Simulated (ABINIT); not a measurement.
# NaCl (Fm-3m): G0W0 with ABINIT, start to end

How does a plane-wave GW calculation on NaCl (Fm-3m) run from the first input to the gap?

Program: ABINIT 10.8.3. Level of theory: PBE and many-body steps on it, plane waves. Results are calculated unless marked as measured.

The database entry behind the starting cell differs from later determinations by our own check (an axis about 0.4 % short against later determinations), so it need not match the best structure at ambient conditions.

## (1) Set-up

Symmetry: Fm-3m, No. 225, cubic system. The conventional cell has a = 5.620 Å, b = 5.620 Å, c = 5.620 Å, α = 90.00°, β = 90.00°, γ = 90.00°. Nearest to Na lie 6 Cl at 2.81 Å. Nearest to Cl lie 6 Na at 2.81 Å. Farther neighbours and most contacts between anions are not listed.

The cell and positions come from the Crystallography Open Database and are kept as given unless a step says otherwise.

## (2) Ground state

This step: ABINIT 10.8.3; DFT, PBE, plane waves, norm-conserving pseudopotentials.

The ground-state density comes first.

Input file run.abi:

```
acell 3*1.0 Angstrom
rprim 
  0.000000000000 2.810000000000 2.810000000000
  2.810000000000 0.000000000000 2.810000000000
  2.810000000000 2.810000000000 0.000000000000
ntypat 2
znucl 11 17
natom 2
typat 1 2
xred 
  0.000000000000 0.000000000000 0.000000000000
  0.500000000000 0.500000000000 0.500000000000
pp_dirpath "pseudos"
pseudos "Na.upf, Cl.upf"
ecut 38
ngkpt 6 6 6
nshiftk 1
shiftk 0 0 0
kptopt 1
chksymbreak 0
nband 13
occopt 1
tolvrs 1e-10
nstep 60
prtwf 0
optforces 0
optstress 0
indata_prefix "in"
outdata_prefix "out"
tmpdata_prefix "tmp"
```

Started as:

```console
OMP_NUM_THREADS=1 mpirun -n 4 abinit run.abi > log
```

Numbers of over 12 decimals in the logs are rounded to 6 here.

What it wrote:

```text
.Version 10.8.3 of ABINIT. v10.8.2 released Aug 2026.

 Symmetries : space group Fm -3 m (#225); Bravais cF (face-center cubic)
================================================================================
 Values of the parameters that define the memory need of the present run
     intxc =       0    ionmov =       0      iscf =       7    lmnmax =       6
     lnmax =       6     mgfft =      45  mpssoang =       3    mqgrid =    3001
     natom =       2  nloc_mem =       1    nspden =       1   nspinor =       1
    nsppol =       1      nsym =      48    n1xccc =    2501    ntypat =       2
    occopt =       1   xclevel =       2
-    mband =          13        mffmem =           1         mkmem =           4
       mpw =        3377          nfft =       91125          nkpt =          16
================================================================================
  Rough estimation (10% accuracy) of disk space for files :
================================================================================

--------------------------------------------------------------------------------
------------- Echo of variables that govern the present computation ------------
--------------------------------------------------------------------------------
 -outvars: echo values of preprocessed input variables --------
            acell      1.8897261259E+00  1.8897261259E+00  1.8897261259E+00 Bohr

      chksymbreak           0
             ecut      3.80000000E+01 Hartree
-          fftalg         312

              ixc     -101130
              kpt      0.00000000E+00  0.00000000E+00  0.00000000E+00
                       1.66666667E-01  0.00000000E+00  0.00000000E+00
                       3.33333333E-01  0.00000000E+00  0.00000000E+00
                       5.00000000E-01  0.00000000E+00  0.00000000E+00
                       1.66666667E-01  1.66666667E-01  0.00000000E+00
                       3.33333333E-01  1.66666667E-01  0.00000000E+00
                       5.00000000E-01  1.66666667E-01  0.00000000E+00
                      -3.33333333E-01  1.66666667E-01  0.00000000E+00
                      -1.66666667E-01  1.66666667E-01  0.00000000E+00
   [... 5 further rows ...]
                      -3.33333333E-01  3.33333333E-01  1.66666667E-01
                      -3.33333333E-01  5.00000000E-01  1.66666667E-01
         kptrlatt        6    0    0      0    6    0      0    0    6
          kptrlen      4.50579507E+01
P           mkmem           4
            natom           2
            nband          13
            ngfft          45      45      45
             nkpt          16
            nstep          60
             nsym          48
           ntypat           2
              occ      2.000000  2.000000  2.000000  2.000000  2.000000  2.000000
                       2.000000  2.000000  0.000000  0.000000  0.000000  0.000000
                       0.000000
        optforces           0
        optstress           0
            prtwf           0
            rprim      0.0000000000E+00  2.8100000000E+00  2.8100000000E+00
[...]
spgroup         225

           tolvrs      1.00000000E-10

             xred      0.0000000000E+00  0.0000000000E+00  0.0000000000E+00
[...]
znucl       11.00000   17.00000

================================================================================

 chkinp: Checking input parameters for consistency.

================================================================================
== DATASET  1 ==================================================================
-   mpi_nproc: 4, omp_nthreads: 1 (-1 if OMP is not activated)

--- !DatasetInfo
iteration_state: {dtset: 1, }
dimensions: {natom: 2, nkpt: 16, mband: 13, nsppol: 1, nspinor: 1, nspden: 1, mpw: 3377, }
cutoff_energies: {ecut:  38.0, pawecutdg:  -1.0, }
electrons: {nelect:   1.60000000E+01, charge:   0.00000000E+00, occopt:   1.00000000E+00, tsmear:   1.00000000E-02, }

 Real(R)+Recip(G) space primitive vectors, cartesian coordinates (Bohr,Bohr^-1):
 R(1)=  0.0000000  5.3101304  5.3101304  G(1)= -0.0941596  0.0941596  0.0941596
 R(2)=  5.3101304  0.0000000  5.3101304  G(2)=  0.0941596 -0.0941596  0.0941596
 R(3)=  5.3101304  5.3101304  0.0000000  G(3)=  0.0941596  0.0941596 -0.0941596
 Unit cell volume ucvol=  2.9946465E+02 bohr^3
 Angles (23,13,12)=  6.00000000E+01  6.00000000E+01  6.00000000E+01 degrees

 getcut: wavevector=  0.0000  0.0000  0.0000  ngfft=  45  45  45
         ecut(hartree)=     38.000   => boxcut(ratio)=   2.11142

--- Pseudopotential description ------------------------------------------------
- Na Generated using ONCVPSP code by D. R. Hamann
- 11.00000   9.00000  171031                  znucl, zion, pspdat
12 -101130 1 -1 1992                          pspcod,pspxc,lmax,lloc,mmax
     nproj     2     2     0
  pspatm : epsatm=    9.36084378
         --- l  ekb(1:nproj) -->
[...]
pspatm: atomic psp has been read  and splines computed

- Cl Generated using ONCVPSP code by D. R. Hamann
- 17.00000   7.00000  171031                  znucl, zion, pspdat
12 -101130 2 -1 1028                          pspcod,pspxc,lmax,lloc,mmax
     nproj     2     2     2
  pspatm : epsatm=    9.12776517
         --- l  ekb(1:nproj) -->
[...]
2   -2.938609   -0.805455
 pspatm: atomic psp has been read  and splines computed

   2.95817743E+02                                ecore*ucvol(ha*bohr**3)
--------------------------------------------------------------------------------

_setup2: Arith. and geom. avg. npw (full set) are    3353.282    3353.266

================================================================================

--- !BeginCycle
iteration_state: {dtset: 1, }
solver: {iscf: 7, nstep: 60, nline: 4, wfoptalg: 0, }
tolerances: {tolvrs: 1.00E-10, }

     iter   Etot(hartree)      deltaE(h)  residm     vres2
 ETOT  1  -62.210141125567    -6.221E+01 1.442E-01 1.103E+02
 ETOT  2  -62.245036518895    -3.490E-02 1.735E-03 9.286E+00
 ETOT  3  -62.246103774477    -1.067E-03 3.238E-04 4.789E-01
 ETOT  4  -62.246123365856    -1.959E-05 5.804E-05 4.443E-02
 ETOT  5  -62.246124953469    -1.588E-06 3.161E-05 2.052E-03
 ETOT  6  -62.246125381955    -4.285E-07 1.100E-05 3.957E-05
 ETOT  7  -62.246125384849    -2.894E-09 4.661E-05 3.905E-07
 ETOT  8  -62.246125384858    -8.711E-12 2.216E-05 1.135E-08
 ETOT  9  -62.246125384855     2.267E-12 7.450E-05 3.136E-11

 At SCF step    9       vres2   =  3.14E-11 < tolvrs=  1.00E-10 =>converged.

--- !ResultsGS
iteration_state: {dtset: 1, }
comment   : Summary of ground state results
lattice_vectors:
- [  0.0000000,   5.3101304,   5.3101304, ]
- [  5.3101304,   0.0000000,   5.3101304, ]
- [  5.3101304,   5.3101304,   0.0000000, ]
lattice_lengths: [   7.50966,    7.50966,    7.50966, ]
lattice_angles: [ 60.000,  60.000,  60.000, ] # degrees, (23, 13, 12)
lattice_volume:   2.9946465E+02
convergence: {deltae:  2.267E-12, res2:  3.136E-11, residm:  7.450E-05, diffor:  0.000E+00, }
etotal    :  -6.22461254E+01
entropy   :   0.00000000E+00
fermie    :  -1.97941144E-02
cartesian_stress_tensor: null
pressure_GPa: null
xred      :
- [  0.0000E+00,   0.0000E+00,   0.0000E+00, Na]
- [  5.0000E-01,   5.0000E-01,   5.0000E-01, Cl]
cartesian_forces: null
force_length_stats: {min: null, max: null, mean: null, }

 Integrated electronic density in atomic spheres:
 ------------------------------------------------
 Atom  Sphere_radius  Integrated_density
    1        2.00000          7.93502278
    2        2.00000          5.09664831
================================================================================

 ----iterations are completed or convergence reached----

 Mean square residual over all n,k,spin=   35.874E-08; max=  74.497E-06
 reduced coordinates (array xred) for    2 atoms
       0.000000000000      0.000000000000      0.000000000000
       0.500000000000      0.500000000000      0.500000000000
 rms dE/dt=  0.0000E+00; max dE/dt=  0.0000E+00; dE/dt below (all hartree)
    1       0.000000000000      0.000000000000      0.000000000000
    2       0.000000000000      0.000000000000      0.000000000000

 cartesian coordinates (angstrom) at end:
    1      0.000000     0.000000     0.000000
    2      2.810000     2.810000     2.810000
 length scales=  1.889726125908  1.889726125908  1.889726125908 bohr
              =  1.000000000000  1.000000000000  1.000000000000 angstroms
 prteigrs : about to open file out_EIG
 Fermi (or HOMO) energy (hartree) =  -0.01979   Average Vxc (hartree)=  -0.30314
 Eigenvalues (hartree) for nkpt=  16  k points:
 kpt#   1, nband= 13, wtk=  0.00463, kpt=  0.0000  0.0000  0.0000 (reduced coord)
  -1.81703   -0.78519   -0.78519   -0.78519   -0.48579   -0.01979   -0.01979   -0.01979
   0.16946    0.38673    0.38673    0.38673    0.46359
 prteigrs : prtvol=0 or 1, do not print more k-points.

--- !EnergyTerms
iteration_state     : {dtset: 1, }
comment             : Components of total free energy in Hartree
kinetic             :  3.34862313071809E+01
hartree             :  2.06310918540452E+01
xc                  : -1.14207246721135E+01
Ewald energy        : -3.45254426906187E+01
psp_core            :  9.87821926770297E-01
local_psp           : -5.87905077046436E+01
non_local_psp       : -1.26145954054759E+01
total_energy        : -6.22461253848553E+01
total_energy_eV     : -1.69380336016306E+03
band_energy         : -9.59497912475699E+00

== END DATASET(S) ==============================================================
================================================================================

 -outvars: echo values of variables after computation  --------
           etotal     -6.2246125385E+01
            nband          13
             nkpt          16
          spgroup         225
 [... the other variables as echoed above ...]

 Calculation completed.
```

The job ended after 14 s (4 MPI ranks of Arm Neoverse N1, shared host; peak memory 0.36 GiB; 54 s of CPU time).

This step gave:

```yaml
total_energy: -1693.8034 eV
gap: 5.150 eV
k_of_the_valence_top: 0, 0, 0
k_of_the_conduction_bottom: 0, 0, 0
least_direct_gap: 5.150 eV
```

The gap is direct, at Γ.

(Part 1 of 3 ends here.)

[Paths, hosts, dates, memory and timing lines, banners, echoed tables and standing remarks are left out of the program output.]

[Logs are printed without paths, hosts, clocks, repeated set-up lines and the standing remarks that a program may print on its own settings, such as how far it seeks lower states.]

[Runs of the session that timed out or met a known fault of the program may be left out.]

[Hosts, paths, dates, database ids (printed as entryN), source tags and the programs' standing remarks are cut or masked in the printed files.]

[G0W0 gaps are taken among the corrected bands and points alone; a level outside them can change the order at an edge.]

[Where Ansatz stands beside ABINIT at settings called matched, ABINIT's density can come from a denser mesh and the files from another edition; pairs whose starting gaps differed by over 0.03 eV were left out, so agreement reads better than it is.]
